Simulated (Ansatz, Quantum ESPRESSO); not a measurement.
# RbCaBr3 (Pm-3m): modes at Γ and the response to a field, part 3 of 3

Which modes does RbCaBr3 (Pm-3m) have at the zone centre?

Quantum ESPRESSO 7.5; DFT LDA, scalar-relativistic, plane waves, PseudoDojo norm-conserving pseudopotentials.

So far, lowest optical zone-centre mode (cm⁻¹): step 6 (modes with the sum rule) -18.2; step 7 (without ASR) -18.1. The relaxed cell has a = 5.503 Å (conventional setting).

**8. Sum rules set otherwise: a sum rule for molecules or wires on a crystal**

This rule also removes rotations, which suits molecules and not a crystal; it is tried to see the harm.

The input, dynmat.in:

```
&input
   fildyn = 'g.dyn'
   asr = 'zero-dim'
   fileig = 'dynmat.eig'
   lperm = .true.
/
```

Run with:

```console
dynmat.x -in dynmat.in > dynmat.out
```

Output:

```text
[banner, memory and clock lines left out]
Program DYNMAT v.7.5

     Reading Dynamical Matrix from file g.dyn
     ...Force constants read
     ...epsilon and Z* read
     Acoustic Sum Rule: || Z*(ASR) - Z*(orig)|| =    6.991992E-01
     Acoustic Sum Rule: ||dyn(ASR) - dyn(orig)||=    4.028619E-02
     A direction for q was not specified:TO-LO splitting will be absent

     Polarizability (A^3 units)
     multiply by 0.578567 for Clausius-Mossotti correction
        28.974663    0.000000    0.000000
         0.000000   28.974663    0.000000
         0.000000    0.000000   28.974663

     IR activities are in (D/A)^2/amu units

# mode   [cm-1]    [THz]      IR
    1    -18.08   -0.5422    0.9072
    2     -0.00   -0.0000    0.0000
    3     -0.00   -0.0000    0.0000
    4      0.00    0.0000    0.0000
    5      0.00    0.0000    0.0000
    6      0.00    0.0000    0.0000
    7      0.00    0.0000    0.0000
    8     10.53    0.3156    0.5693
    9     10.53    0.3156    0.5693
   10     44.10    1.3221    0.6532
   11     44.10    1.3221    0.6532
   12     66.10    1.9815    0.2810
   13    239.20    7.1712    4.4381
   14    241.34    7.2352    4.6605
   15    241.34    7.2352    4.6605

Electronic dielectric permittivity tensor (relative, adimensional)
         3.185225    0.000000    0.000000
         0.000000    3.185225    0.000000
         0.000000    0.000000    3.185225

 ... with zone-center polar mode contributions
         7.339331   -1.168928   -1.168928
        -1.168928    7.339331   -1.168928
        -1.168928   -1.168928    7.339331

[end of the log left out, with the tail of the file of modes that dynmat.x writes under the same name]
```

It took 0.46 s on 1 thread of Arm Neoverse V1, shared host.

The program raised no error, yet the settings are not those of a careful run.

The fault: a sum rule for molecules or wires on a crystal; 3 optical modes are projected out to zero frequency, as if they were rotations.

For a crystal the rule has to be 'simple' or 'crystal'.

Zone-centre frequencies as printed; negative means imaginary. Modes:

| mode | frequency (cm⁻¹) |
| --- | --- |
| 1 | -18.08 |
| 2 | 0 |
| 3 | 0 |
| 4 | 0 |
| 5 | 0 |
| 6 | 0 |
| 7 | 0 |
| 8 | 10.53 |
| 9 | 10.53 |
| 10 | 44.1 |
| 11 | 44.1 |
| 12 | 66.1 |
| 13 | 239.2 |
| 14 | 241.3 |
| 15 | 241.3 |

**9. The LO-TO splitting (1 0 0)**

A longitudinal polar mode sets up a macroscopic field that stiffens it; the term hangs on the direction from which q goes to zero.

The input, dynmat.in:

```
&input
   fildyn = 'g.dyn'
   asr = 'simple'
   fileig = 'dynmat.eig'
   q(1) = 1.0
   q(2) = 0.0
   q(3) = 0.0
/
```

Run with:

```console
dynmat.x -in dynmat.in > dynmat.out
```

Output:

```text
[banner, memory and clock lines left out]
Program DYNMAT v.7.5

     Reading Dynamical Matrix from file g.dyn
     ...Force constants read
     ...epsilon and Z* read

     Polarizability (A^3 units)
     multiply by 0.578567 for Clausius-Mossotti correction
        28.974663    0.000000    0.000000
         0.000000   28.974663    0.000000
         0.000000    0.000000   28.974663

     IR activities are in (D/A)^2/amu units

# mode   [cm-1]    [THz]      IR
    1    -18.16   -0.5445    0.9070
    2    -18.16   -0.5445    0.9070
    3     -0.00   -0.0000    0.0000
    4     -0.00   -0.0000    0.0000
    5      0.00    0.0000    0.0000
    6     22.17    0.6646    0.0000
    7     22.17    0.6646    0.0000
    8     22.17    0.6646    0.0000
    9     41.81    1.2533    0.2450
   10     66.04    1.9797    0.2814
   11     66.04    1.9797    0.2814
   12     76.51    2.2936    0.4081
   13    239.18    7.1703    4.4378
   14    239.18    7.1703    4.4378
   15    276.12    8.2780    4.9733

[end of the log left out, with the tail of the file of modes that dynmat.x writes under the same name]
```

Wall time 0.46 s (1 thread).

Numbers from this step:

* highest mode moved by the LO-TO term: 276.1 cm⁻¹

Zone-centre frequencies as printed; negative means imaginary. Modes:

| mode | frequency (cm⁻¹) |
| --- | --- |
| 1 | -18.16 |
| 2 | -18.16 |
| 3 | 0 |
| 4 | 0 |
| 5 | 0 |
| 6 | 22.17 |
| 7 | 22.17 |
| 8 | 22.17 |
| 9 | 41.81 |
| 10 | 66.04 |
| 11 | 66.04 |
| 12 | 76.51 |
| 13 | 239.2 |
| 14 | 239.2 |
| 15 | 276.1 |

The field moves 3 modes; the highest of them now lies at 276 cm⁻¹, where the highest that moved away lay at 239.

**10. A second program**

A second program on the same cell, potentials, cutoff and meshes tests the implementation of the phonon response, not its convergence. Its field response is summed in its own way. Its k mesh is centred on Γ.

This step: DFT LDA, scalar-relativistic, plane waves, PseudoDojo norm-conserving pseudopotentials (Ansatz 0.2.0).

The input, input.yaml:

```yaml
crystal:
  lattice:
    - [5.50271905, 0.0, 0.0]
    - [0.0, 5.50271905, 0.0]
    - [0.0, 0.0, 5.50271905]
  atoms:
    - { symbol: Rb, position: [0.5, 0.5, 0.5] }
    - { symbol: Ca, position: [0.0, 0.0, 0.0] }
    - { symbol: Br, position: [0.5, 0.0, 0.0] }
    - { symbol: Br, position: [0.0, 0.5, 0.0] }
    - { symbol: Br, position: [0.0, 0.0, 0.5] }
kpoints:
  mp_grid: { grid: [4, 4, 4] }
hamiltonian:
  xc: lda
  pseudopotentials: { kind: nc, accuracy: standard }
scf:
  occupations: { method: fixed }
output:
  eigenvalues: true
basis:
  ecutwfc: 816.342
phonons:
  method: dfpt
  dielectric: true
  rigid_motions: translations
```

Run with:

```console
ansatz run input.yaml --threads 4 --pin off --max-ram 8192MiB --backend cpu --events-out ev --progress --plain --runs-dir out
```

Output:

```text
Warning: basis.ecutwfc = 816.342 eV is below the records' recommended 979.609905 eV, and the density's cutoff is lower with it unless basis.ecutrho_ratio is high enough to keep the records' density cutoff: compare with a run at a higher cutoff
Engine: ansatz 0.2.0, aarch64-unknown-linux-gnu
Pseudopotentials: kind: nc
Pseudopotential: Rb, nc, valence charge 9, recommended cutoff 571.439111 eV (normal), Rb.nc.azcp (PseudoDojo's, or run here from an input of PseudoDojo's; its table is named by hamiltonian.pseudopotentials.accuracy)
Pseudopotential: Ca, nc, valence charge 10, recommended cutoff 979.609905 eV (normal), Ca.nc.azcp (PseudoDojo's, or run here from an input of PseudoDojo's; its table is named by hamiltonian.pseudopotentials.accuracy)
Pseudopotential: Br, nc, valence charge 7, recommended cutoff 598.650497 eV (normal), Br.nc.azcp (PseudoDojo's, or run here from an input of PseudoDojo's; its table is named by hamiltonian.pseudopotentials.accuracy)
Functional definition: SPW92
  exchange = slater_x
  correlation = pw_c
Crystal: 5 atoms, lattice volume = 166.622 Å³
Basis set: ecut = 816.342 eV, 8829 PW (Γ), exchange–correlation on 108×108×108 points (8 copies of the dense FFT grid, shifted against one another)
Bands: 25, of which v1, the nominal top of the filled ones, is band 20 counted from 1 (19 counted from 0)
Symmetry: 48 space group operations
k-points: 30 of 64 (irreducible under 2 space group operations, time reversal used)
Non-local potential: Rb, projectors of the file, l = 0: 2, l = 1: 2, l = 2: 2
Non-local potential: Ca, projectors of the file, l = 0: 2, l = 1: 2, l = 2: 2
Non-local potential: Br, projectors of the file, l = 0: 2, l = 1: 2, l = 2: 2
Initial density: superposition of atomic densities (chi_scale 0.1, normalization cell, long waves kept (reshape's long-wave potential 0.00 eV rms))
Initial wavefunctions: pseudopotential atomic-orbital guess
Functional: x = slater, c = lda
SCF iter   1: F=—  HF=-3090.565595 eV  |F-HF|=—  |Δ(HF+E_count)|=         —  Δρ=4.48e-2  dr2=6.49e0  ethr=3.10e-3  ⟨swp⟩=9.2  Hψ=5306  notcnv=0  defer=116
preconditioner: auto → Resta (q_TF=auto, 2.151 Å⁻¹)  ε∞=3.6  [insulator: Δε(μ)=2.016 eV  Ē_g=9.696 eV  n_scr=26 (ndim 8)  ℏωp=15.8 eV  f_vac=0.000  ε∞_Penn≈3.6]
SCF iter   2: F=—  HF=-3088.406958 eV  |F-HF|=—  |Δ(HF+E_count)|=    2.16e0  Δρ=1.32e-2  dr2=6.49e-1  ethr=3.10e-3  ⟨swp⟩=5.7  Hψ=2331  notcnv=0  defer=71
SCF iter   3: F=—  HF=-3088.145704 eV  |F-HF|=—  |Δ(HF+E_count)|=   2.61e-1  Δρ=5.25e-3  dr2=7.47e-2  ethr=1.62e-3  ⟨swp⟩=5.0  Hψ=1891  notcnv=0  defer=73
SCF iter   4: F=—  HF=-3088.116321 eV  |F-HF|=—  |Δ(HF+E_count)|=   2.94e-2  Δρ=1.07e-3  dr2=1.96e-3  ethr=1.87e-4  ⟨swp⟩=5.1  Hψ=1577  notcnv=0  defer=85
SCF iter   5: F=—  HF=-3088.116437 eV  |F-HF|=—  |Δ(HF+E_count)|=   1.16e-4  Δρ=2.82e-4  dr2=2.40e-4  ethr=4.91e-6  ⟨swp⟩=4.0  Hψ=1519  notcnv=0  defer=86
SCF iter   6: F=—  HF=-3088.116431 eV  |F-HF|=—  |Δ(HF+E_count)|=   6.53e-6  Δρ=6.82e-5  dr2=9.07e-6  ethr=5.99e-7  ⟨swp⟩=3.5  Hψ=1520  notcnv=0  defer=89
SCF iter   7: F=—  HF=-3088.116437 eV  |F-HF|=—  |Δ(HF+E_count)|=   6.31e-6  Δρ=1.31e-5  dr2=3.83e-7  ethr=2.27e-8  ⟨swp⟩=3.6  Hψ=1550  notcnv=0  defer=83
SCF iter   8: F=—  HF=-3088.116574 eV  |F-HF|=—  |Δ(HF+E_count)|=   1.37e-4  Δρ=2.68e-6  dr2=1.25e-8  ethr=9.56e-10  ⟨swp⟩=2.9  Hψ=1369  notcnv=0  defer=83
SCF iter   9: F=—  HF=-3088.116574 eV  |F-HF|=—  |Δ(HF+E_count)|=  7.40e-10  Δρ=5.14e-7  dr2=2.79e-10  ethr=3.13e-11  ⟨swp⟩=2.8  Hψ=1305  notcnv=0  defer=83
SCF iter  10: F=-3088.116574 eV  HF=-3088.116574 eV  |F-HF|=4.55e-13  |Δ(HF+E_count)|=  1.23e-11  Δρ=3.47e-8  dr2=1.53e-12  ethr=1.00e-12  ⟨swp⟩=24.0  Hψ=8147  notcnv=0
SCF 1 converged in 10 iterations: F = -3088.116574 eV  dr2 = 1.53e-12
DFPT response loops at Γ: preconditioner auto → none (the input reference at scf.mixing.eps_inf says where Resta's filter doesn't serve); β = 0.50; Broyden in place of MSR1
── the response to a field inside a basis, on 4×4×4 k-points: an SCF that follows is theirs, and a resumed run solves both again ──
Bands: 21, of which v1, the nominal top of the filled ones, is band 20 counted from 1 (19 counted from 0)
k-points: 4 of 64
Initial density: handed on by an earlier stage of this run
Initial wavefunctions: pseudopotential atomic-orbital guess (no wavefunctions were taken with the density)
Eigensolver: Dense (4 Hₖ)
SCF iter   1: F=—  HF=-3088.109739 eV  |F-HF|=—  |Δ(HF+E_count)|=         —  Δρ=1.07e-4  dr2=3.06e-6  ethr=1.00e-1
preconditioner: auto → Resta (q_TF=auto, 2.151 Å⁻¹)  ε∞=3.3  [insulator: Δε(μ)=4.553 eV  Ē_g=10.439 eV  n_scr=26 (ndim 8)  ℏωp=15.8 eV  f_vac=0.026  ε∞_Penn≈3.3]
SCF iter   2: F=—  HF=-3088.109740 eV  |F-HF|=—  |Δ(HF+E_count)|=   1.07e-6  Δρ=5.36e-5  dr2=7.53e-7  ethr=7.65e-9
SCF iter   3: F=-3088.109740 eV  HF=-3088.109740 eV  |F-HF|=1.43e-9  |Δ(HF+E_count)|=   5.04e-7  Δρ=2.95e-6  dr2=8.22e-9  ethr=1.88e-9
SCF 1 converged in 3 iterations: F = -3088.109740 eV  dr2 = 8.22e-9
DFPT response loops at Γ: mixed as the last ones told, above
WARN: field response: ε∞ stands inside a basis, on 4×4×4 points; the force constants stand on the 4×4×4 k-mesh, whose period is 13.88 times the interband length at k = (0.0000, 0.0000, 0.0000), direct gap 4.195 eV, under 14: take them and everything formed from them as unconverged, and compare with a denser kpoints.mp_grid
SCF converged after 10 iterations
Free energy (F): -3088.116574 eV
Harris-Foulkes:  -3088.116574 eV  (|F-HF|=4.55e-13)
Internal energy: -3088.116574 eV  (E = F + TS)
E sigma→0 (E₀):  -3088.116574 eV
Fermi energy:    2.396145 eV
--- Per-component energies (eV) ---
  E_band       = -304.962794
  E_kinetic    = 920.644651
  E_local      = -2096.640652  (includes V_loc(G=0)·N_el)
  E_nonlocal   = 241.464187
  E_hartree    = 632.058465
  E_xc         = -814.222362
  E_vxc        = -634.547908  (∫ρ·V_xc dr)
  E_ewald      = -1971.420861
  E_smearing   = -0.000000  (= −TS)
  E_closure    = 0.000000  (closes the sum)
  Σ components = -3088.116574   (vs F -3088.116574, Δ=0.00e0)
--- Band table (eV; the first three rows and the last of 30) ---
  k-point 0: bands = [... 16 lower, 1.6994, 2.1006, 2.1006, 2.1006, 6.2954, 6.9123, 6.9123, 6.9123, ... 1 higher]
  k-point 1: bands = [... 16 lower, 1.5214, 1.5872, 1.9939, 1.9939, 7.0016, 7.0479, 7.5254, 7.5254, ... 1 higher]
  k-point 2: bands = [... 16 lower, 1.2759, 1.4828, 1.9314, 1.9314, 7.1026, 8.2199, 8.2990, 8.2990, ... 1 higher]
  k-point 29: bands = [... 16 lower, 0.7924, 2.3961, 2.3961, 2.3961, 7.6875, 8.5529, 8.5529, 8.5529, ... 1 higher]
--- Phonons (Γ-DFPT): 4 representative perturbations + reference, on 30 of 64 k-points (Σ response iterations 14) ---
  k mesh reduced under 2 symmetry operations, with k and −k counted as one. Each operation leaves every solved perturbation unchanged. A smaller set is not considered because the run solves the response to a homogeneous field
  ASR residual: 1.482e-4 → 0.000e0 eV/Å²; symmetrization residual: 1.602e-5 eV/Å²
  ASR residual per site (eV/Å²): 1.64e-5 1.48e-4 1.34e-5 1.34e-5 1.34e-5
  Γ frequencies (cm⁻¹): -18.14 -18.14 -18.14 0.00 0.00 0.00 22.17 22.17 22.17 66.10 66.10 66.10 239.21 239.21 239.21
  ε∞ (high-frequency dielectric tensor):
        3.170898     0.000000     0.000000
        0.000000     3.170898     0.000000
        0.000000     0.000000     3.170898
  softest optical mode at Γ: -18.14 cm⁻¹; the repairs (sum rule, projections) moved no ω² at Γ by more than (1.62 cm⁻¹)²
  Born effective charges Z* (e; rows j = field, columns β = displacement):
    site 0:
         1.31927   -0.00000    0.00000
         0.00000    1.31927    0.00000
         0.00000    0.00000    1.31927
    site 1:
         2.46396    0.00000   -0.00000
         0.00000    2.46396    0.00000
         0.00000    0.00000    2.46396
    site 2:
        -2.04759   -0.00000    0.00000
        -0.00000   -0.86782    0.00000
        -0.00000    0.00000   -0.86782
    site 3:
        -0.86782    0.00000    0.00000
         0.00000   -2.04759    0.00000
         0.00000    0.00000   -0.86782
    site 4:
        -0.86782    0.00000    0.00000
        -0.00000   -0.86782    0.00000
        -0.00000    0.00000   -2.04759
  Z* charge neutrality: 1.134e-2 e pre-enforcement
  solved inside a basis spanned on kpoints, on 4×4×4 k-points, its susceptibility summed on 8×8×8: ε∞ is read to err by 8.8e-3, Z* by 1.6e-2 e (field_mesh: kpoints solves on kpoints); Z* is corrected for what the basis lacks
  optical modes at Γ without the LO–TO term, one row a degenerate level:
      ω (cm⁻¹)  modes    IR ((D/Å)²/amu)
        -18.14      3             2.7097
         22.17      3             0.0000
         66.10      3             0.8574
        239.21      3            13.2631
  optical modes at Γ + LO–TO along q̂ = [1.0000, 0.0000, 0.0000]:
      ω (cm⁻¹)  modes    IR ((D/Å)²/amu)
        -18.14      2             1.8065
         22.17      3             0.0000
         41.74      1             0.2421
         66.10      2             0.5716
         76.72      1             0.4108
        239.21      2             8.8420
        276.19      1             4.9572
  optical modes at Γ + LO–TO along q̂ = [0.0000, 1.0000, 0.0000]:
      ω (cm⁻¹)  modes    IR ((D/Å)²/amu)
        -18.14      2             1.8065
         22.17      3             0.0000
         41.74      1             0.2421
         66.10      2             0.5716
         76.72      1             0.4108
        239.21      2             8.8420
        276.19      1             4.9572
  optical modes at Γ + LO–TO along q̂ = [0.0000, 0.0000, 1.0000]:
      ω (cm⁻¹)  modes    IR ((D/Å)²/amu)
        -18.14      2             1.8065
         22.17      3             0.0000
         41.74      1             0.2421
         66.10      2             0.5716
         76.72      1             0.4108
        239.21      2             8.8420
        276.19      1             4.9572
```

Elapsed: 73 s, on 4 threads; peak memory 1.7 GiB.

This step gave:

```yaml
sum_rule_residual_before_enforcement: 1.48e-4 eV/Å²
miss_of_the_charge_sum_rule: 0.01134 e
estimated_error_of_the_dielectric_tensor: 0.008814
estimated_error_of_the_born_charges: 0.01563 e
lowest_optical_zone_centre_mode: -18.14 cm⁻¹
mean_high_frequency_dielectric_constant: 3.171
largest_born_charge_in_size_third_of_the_trace: 2.464 e
highest_mode_moved_by_the_lo_to_term: 276.2 cm⁻¹
```

Transverse modes; imaginary modes left out. Infrared lines, with heights relative to the strongest:

| position (cm⁻¹) | label | IR intensity ((D/Å)²/amu), degenerate modes summed, relative |
| --- | --- | --- |
| 22 | T2u | 0.0 |
| 66 | T1u | 6.5 |
| 239 | T1u | 100 |

The log warns that the force constants on this k mesh are to be taken as unconverged.

**11. The two compared: QE PseudoDojo and Ansatz, PseudoDojo**

Worked out from the results:

* root-mean-square difference: 0.03 cm⁻¹
* largest difference: 0.06 cm⁻¹

The two runs side by side. Further quantities:

| quantity | QE PseudoDojo | Ansatz, PseudoDojo |
| --- | --- | --- |
| mean ε∞ | 3.185 | 3.171 |
| largest Born charge in size (e; the first before, the second after the charge sum rule) | 2.46 | 2.464 |

At the zone centre the largest difference (acoustic modes at Γ apart) is 0.03 % of the highest mode.

**12. What came out**

```json
{"space group after relaxation": "Pm-3m", "volume per atom": "33.3 Å³", "gap on the k-mesh": "3.90 eV", "highest optical zone-centre mode (no LO-TO term)": "239.2 cm⁻¹", "lowest optical zone-centre mode": "-18.2 cm⁻¹", "highest mode moved by the LO-TO term": "276.1 cm⁻¹", "mean high-frequency dielectric constant": "3.19", "largest Born charge in size (third of the trace)": "2.46 e", "imaginary optical modes at the zone centre (no q mesh in this session)": "yes", "largest difference from Ansatz, PseudoDojo": "0.06 cm⁻¹"}
```

What this shows: At the LDA level the optical modes of RbCaBr3 (Pm-3m) at the zone centre (no LO-TO term) run from 18i to 239 cm⁻¹, so the structure is a saddle point, with 3 modes beyond 10i cm⁻¹ there. Along the directions run, the highest mode that the macroscopic field moves lies at 276 cm⁻¹. Of the 12 optical modes, 9 are infrared active alone and 3 are silent. QE PseudoDojo and Ansatz, PseudoDojo agree to 0.06 cm⁻¹ (0.03 % of the highest mode compared) on all solved modes but the acoustic ones at Γ, without the LO-TO term. These are harmonic frequencies at zero temperature: anharmonic shifts and linewidths and thermal expansion are left out. The relaxation ran at 60 Ry, under the 72 Ry recommended for these files; the stress of so short a basis can leave the cell about one per cent too small. Ansatz warns that the cutoff lies 17 % under the one recommended for these files; agreement at one cutoff is not convergence. Ansatz's log warns that force constants on this k mesh are to be taken as unconverged, an error that the frequencies of both programs share. The structure comes from a database and need not be the phase that is stable at ambient conditions.

[Host names and launcher messages were left out of these logs when they were recorded.]

[Logs are printed without paths, hosts, clocks, repeated set-up lines and the standing remarks that a program may print on its own settings, such as how far it seeks lower states.]

[Hosts, paths, dates, database ids (printed as entryN), source tags and the programs' standing remarks are cut or masked in the printed files.]
